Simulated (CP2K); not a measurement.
Two runs for the C K edge of 2-isocyanopyrimidine. Run A: CP2K XAS_TDP, all-electron GAPW, PBEh(45%), aug-cc-pVDZ, TDA, no relativity. Run B differs in one setting.

First lines with a strength over 0.0015. A:

| atom | energy (eV) | states | strength, one atom |
| --- | --- | --- | --- |
| C1 (bonded to N) | 281.15 | 1 | 0.0659 |
|  | 281.81 | 1 | 0.0726 |
|  | 286.05 | 1 | 0.0058 |
|  | 287.51 | 1 | 0.0042 |
|  | 287.81 | 1 | 0.0041 |
| C3 (bonded to 3 N) | 283.36 | 1 | 0.0589 |
|  | 288.07 | 1 | 0.0027 |
|  | 288.47 | 1 | 0.0025 |
|  | 288.83 | 1 | 0.0058 |
|  | 289.20 | 1 | 0.0031 |
| C5 (bonded to C, N and H), 2 alike | 281.50 | 1 | 0.0595 |
|  | 285.93 | 1 | 0.0130 |
|  | 287.04 | 1 | 0.0033 |
|  | 287.56 | 1 | 0.0081 |
|  | 287.70 | 2 | 0.0055 |
| C6 (bonded to 2 C and H) | 281.33 | 1 | 0.0482 |
|  | 284.69 | 1 | 0.0131 |
|  | 286.13 | 1 | 0.0047 |
|  | 286.20 | 1 | 0.0113 |
|  | 287.37 | 1 | 0.0050 |

B:

| atom | energy (eV) | states | strength, one atom |
| --- | --- | --- | --- |
| C1 (bonded to N) | 284.87 | 1 | 0.0772 |
|  | 285.39 | 1 | 0.0810 |
|  | 291.51 | 1 | 0.0031 |
|  | 292.65 | 2 | 0.0078 |
|  | 293.02 | 1 | 0.0027 |
| C3 (bonded to 3 N) | 287.24 | 1 | 0.0699 |
|  | 293.23 | 1 | 0.0058 |
|  | 293.41 | 1 | 0.0404 |
|  | 293.90 | 1 | 0.0202 |
|  | 294.08 | 1 | 0.0064 |
| C5 (bonded to C, N and H), 2 alike | 285.37 | 1 | 0.0691 |
|  | 290.65 | 1 | 0.0225 |
|  | 292.16 | 1 | 0.0040 |
|  | 292.66 | 1 | 0.0052 |
|  | 292.85 | 1 | 0.0068 |
| C6 (bonded to 2 C and H) | 285.47 | 1 | 0.0577 |
|  | 289.33 | 1 | 0.0207 |
|  | 291.09 | 2 | 0.0061 |
|  | 291.25 | 1 | 0.0084 |
|  | 291.95 | 1 | 0.0018 |

Q: Which was it: scalar relativity switched on, the basis, the functional, GW2X switched on?

The functional (functional from PBEh(45%) to PBEh(60%); the lines alone don't name the new value). A functional moves all lines by electronvolts and changes their spacings and strengths. Against PBEh(45%) in aug-cc-pVDZ, the leading lines move by +3.72 eV (C1, to 284.87), +3.88 eV (C3, to 287.24), +3.87 eV (C5, to 285.37) and +4.14 eV (C6, to 285.47); the strength of C1's goes from 0.0659 to 0.0772. The next line of C1 over the strength cut lies 0.52 eV higher, against 0.66.

[Hosts, paths, dates, database ids (printed as entryN), source tags and the programs' standing remarks are cut or masked in the printed files.]
